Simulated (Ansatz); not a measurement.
# Starting-point dependence of the GW gap of MoS2 (P6_3/mmc)

Aim: G0W0 for MoS2 (P6_3/mmc) on several starting functionals, at one mesh, band count and screening cutoff.

Method: G0W0 on several functionals, plane waves, PAW, in Ansatz 0.2.0.

Most raw output is cut from this account.

The database entry behind the starting cell differs from later determinations by our own check (about 0.3 % long), so it need not match the best structure at ambient conditions.

In doubt: masses and optical values from hybrid runs of this build are listed as unsure (steps 3, 4), which bears on the screening that GW takes from such a start.

**1. Starting point**

The structure is hexagonal, space group P6_3/mmc (No. 194). The conventional cell has a = 3.169 Å, b = 3.169 Å, c = 12.324 Å, α = 90.00°, β = 90.00°, γ = 120.00°. Nearest to Mo lie 6 S at 2.41 Å. Nearest to S lie 3 Mo at 2.41 Å. Farther neighbours and most contacts between anions are not listed.

As a file:

```cif
data_structure
_symmetry_space_group_name_H-M 'P 1'
_symmetry_Int_Tables_number 1
_cell_length_a 3.1690
_cell_length_b 3.1690
_cell_length_c 12.3240
_cell_angle_alpha 90.000
_cell_angle_beta 90.000
_cell_angle_gamma 120.000
_cell_volume 107.18
loop_
_atom_site_label
_atom_site_type_symbol
_atom_site_fract_x
_atom_site_fract_y
_atom_site_fract_z
_atom_site_occupancy
Mo1 Mo 0.33333 0.66667 0.25000 1
Mo2 Mo 0.66667 0.33333 0.75000 1
S3 S 0.33333 0.66667 0.62300 1
S4 S 0.66667 0.33333 0.12300 1
S5 S 0.33333 0.66667 0.87700 1
S6 S 0.66667 0.33333 0.37700 1
```

The cell and positions come from the Crystallography Open Database and are kept as given unless a step says otherwise. The default PAW set here is soft_2. Its files were made with PBE.

**2. G0W0 on PBE**

Now the one-shot GW correction: screening in the RPA, then the self-energy of the levels asked for.

This step: G0W0 on PBE, plane waves, PAW.

File input.yaml:

```yaml
crystal:
  lattice:
    - [3.169, 0.0, 0.0]
    - [-1.5845, 2.7444345046, 0.0]
    - [0.0, 0.0, 12.324]
  atoms:
    - { symbol: Mo, position: [0.3333333333, 0.6666666667, 0.25] }
    - { symbol: Mo, position: [0.6666666667, 0.3333333333, 0.75] }
    - { symbol: S, position: [0.3333333333, 0.6666666667, 0.623] }
    - { symbol: S, position: [0.6666666667, 0.3333333333, 0.123] }
    - { symbol: S, position: [0.3333333333, 0.6666666667, 0.877] }
    - { symbol: S, position: [0.6666666667, 0.3333333333, 0.377] }
kpoints:
  mp_grid: { grid: [6, 6, 2] }
hamiltonian:
  xc: pbe
scf:
  occupations: { method: fixed }
gw:
  n_empty_bands: 688
  ecut_chi: 200.0
  qp_bands: [v2, c2]
  qp_kpoints: band_edges
  screening: { model: contour_deformation }
```

The run is started by

```bash
$ ansatz run input.yaml --threads 3 --pin off --max-ram 64512MiB --backend cuda --events-out ev --progress --plain --runs-dir out --devices 1 --max-vram 24GiB  # rebuilt from the run's record
```

The job ended after 30 s (1 × NVIDIA H100 80GB HBM3 (shared by 3 runs) with 3 threads of AMD EPYC 7R13 (Zen 3), shared host; peak memory 2.7 GiB).

Numbers from this step:

| Property | Result |
| --- | --- |
| bands summed | 714 |
| RPA ε∞ on this mesh (eigenvalues) | 6.227, 14.96, 14.96 |
| plane waves in the screening matrix | 701 |
| q-points in the mesh | 72 |
| G0W0 gap on the mesh | 1.258 eV |
| k of the valence top | 0, 0, 0 |
| k of the conduction bottom | 0.1667, 0.1667, 0 |
| starting gap on the mesh | 0.8857 eV |
| Z at the valence top | 0.7346 |
| Z at the conduction bottom | 0.7457 |
| least direct G0W0 gap on the computed points | 2.083 eV |

The gap on the mesh goes from 0.89 eV to 1.26 eV, a correction of +0.37 eV. Between the two edge states, bare exchange in place of the xc potential would open the gap by 4.75 eV, and correlation takes back 4.38 eV.

**3. G0W0 on HSE06**

The same correction from a different start measures what one shot leaves open.

This step: G0W0 on HSE06, plane waves, PAW.

input.yaml: that of step 2 with these lines changed.

```diff
@@ -15,3 +15,3 @@
 hamiltonian:
-  xc: pbe
+  xc: hse06
 scf:
```

Elapsed: 73 s, on 1 × NVIDIA H100 80GB HBM3 (shared by 3 runs) with 3 threads; peak memory 2.9 GiB.

This step gave:

```yaml
bands_summed: 714
rpa_eps_infinity_on_this_mesh_eigenvalues: 5.127, 11.85, 11.85
plane_waves_in_the_screening_matrix: 701
q_points_in_the_mesh: 72
g0w0_gap_on_the_mesh: 1.474 eV
k_of_the_valence_top: 0, 0, 0
k_of_the_conduction_bottom: 0.1667, 0.1667, 0
starting_gap_on_the_mesh: 1.444 eV
z_at_the_valence_top: 0.7628
z_at_the_conduction_bottom: 0.7720
least_direct_g0w0_gap_on_the_computed_points: 2.235 eV
```

Against the run with 6×6×2 mesh, 688 empty bands, screening to 200 eV on PBE, the gap moves by +0.22 eV, while the start moved by +0.56 eV.

**4. G0W0 on PBE0**

This step: G0W0 on PBE0, plane waves, PAW.

input.yaml: that of step 3 with these lines changed.

```diff
@@ -15,3 +15,3 @@
 hamiltonian:
-  xc: hse06
+  xc: pbe0
 scf:
```

Elapsed: 74 s, on 1 × NVIDIA H100 80GB HBM3 (shared by 3 runs) with 3 threads; peak memory 2.9 GiB; 98 s of CPU time.

This step gave:

```
bands summed                                 : 714
RPA ε∞ on this mesh (eigenvalues)            : 4.733, 10.23, 10.23
plane waves in the screening matrix          : 701
G0W0 gap on the mesh                         : 1.605 eV
k of the valence top                         : 0, 0, 0
k of the conduction bottom                   : 0.1667, 0.1667, 0
starting gap on the mesh                     : 2.111 eV
least direct G0W0 gap on the computed points : 2.360 eV
```

Against the run with 6×6×2 mesh, 688 empty bands, screening to 200 eV on HSE06, the gap moves by +0.13 eV, while the start moved by +0.67 eV.

**5. The starts together**

All on the 6×6×2 mesh with 688 empty bands and screening to 200 eV. Times are wall times on 1 × NVIDIA H100 80GB HBM3 (shared by 3 runs) with 3 threads of AMD EPYC 7R13 (Zen 3), shared host, good to a factor of about two.

```
start  starting gap (eV)  shift (eV)  G0W0 gap (eV)  RPA ε∞ (harmonic mean)  Z (valence, conduction)  time
  PBE               0.89       +0.37           1.26                   10.19               0.73, 0.75  30 s
HSE06               1.44       +0.03           1.47                    8.25               0.76, 0.77  73 s
 PBE0               2.11       −0.51           1.61                    7.38               0.78, 0.79  74 s
```

How the two edges are built up, in eV (the quasiparticle level is the starting level plus Σx plus Σc less Vxc):

```
  run               edge  start      Σx     Σc     Vxc     Z     QP
  PBE        valence top  10.90  -19.74   0.37  -19.18  0.73  10.71
  PBE  conduction bottom  11.78  -13.37  -4.01  -17.56  0.75  11.97
HSE06        valence top  10.52  -19.78   0.44  -19.31  0.76  10.49
HSE06  conduction bottom  11.97  -13.13  -3.94  -17.06  0.77  11.96
 PBE0        valence top  10.19  -19.80   0.41  -19.63  0.78  10.43
 PBE0  conduction bottom  12.30  -13.10  -3.87  -16.70  0.79  12.03
```

For a hybrid start, Vxc holds its share of exact exchange.

**6. Summary of results**

| Quantity | Value |
| --- | --- |
| G0W0@PBE | 1.26 eV (start 0.89 eV) |
| G0W0@HSE06 | 1.47 eV (start 1.44 eV) |
| G0W0@PBE0 | 1.61 eV (start 2.11 eV) |
| known limits | not at the basis limit; no spin-orbit coupling; coarse k mesh |

What this shows: The starting gaps span 1.23 eV and the G0W0 gaps 0.35 eV. Between PBE and PBE0, 0.35 eV of the 1.23 eV survives, 28 %. PBE0 screens less than PBE (ε∞ 7.38 against 10.19). Of the 0.35 eV by which its G0W0 gap is higher, the correlation part gives +0.10 eV, and exchange with the one-particle terms, which follow the orbitals, +0.25 eV. On PBE0 the correction is negative: that start lies above its own G0W0 value. The smallest correction, +0.03 eV, is on HSE06, the start nearest to reproducing itself. Bands and cutoff are finite, so the gap is not at the basis limit. The miss can reach some tenths of an eV and take either sign; the mesh is an error of its own. The 6×6×2 mesh is coarse for this cell (its supercell is 19 Å along the shortest edge). The RPA ε∞ on it, from the PBE start, is 6.23 and 14.96; such meshes misread the long-range screening, most where the gap is narrow. The program warns that the mesh is coarse for exact exchange, which bears on the hybrid start's gap. The many-body steps are scalar-relativistic: spin-orbit coupling is not in them.

[Paths, hosts, dates, memory and timing lines, banners, echoed tables and standing remarks are left out of the program output.]

[Logs are printed without paths, hosts, clocks, repeated set-up lines and the standing remarks that a program may print on its own settings, such as how far it seeks lower states.]

[Runs of the session that timed out or met a known fault of the program may be left out.]

[Cells called generated may have been cut or substituted from an entry of the Crystallography Open Database or the Materials Project.]

[Hosts, paths, dates, database ids (printed as entryN), source tags and the programs' standing remarks are cut or masked in the printed files.]
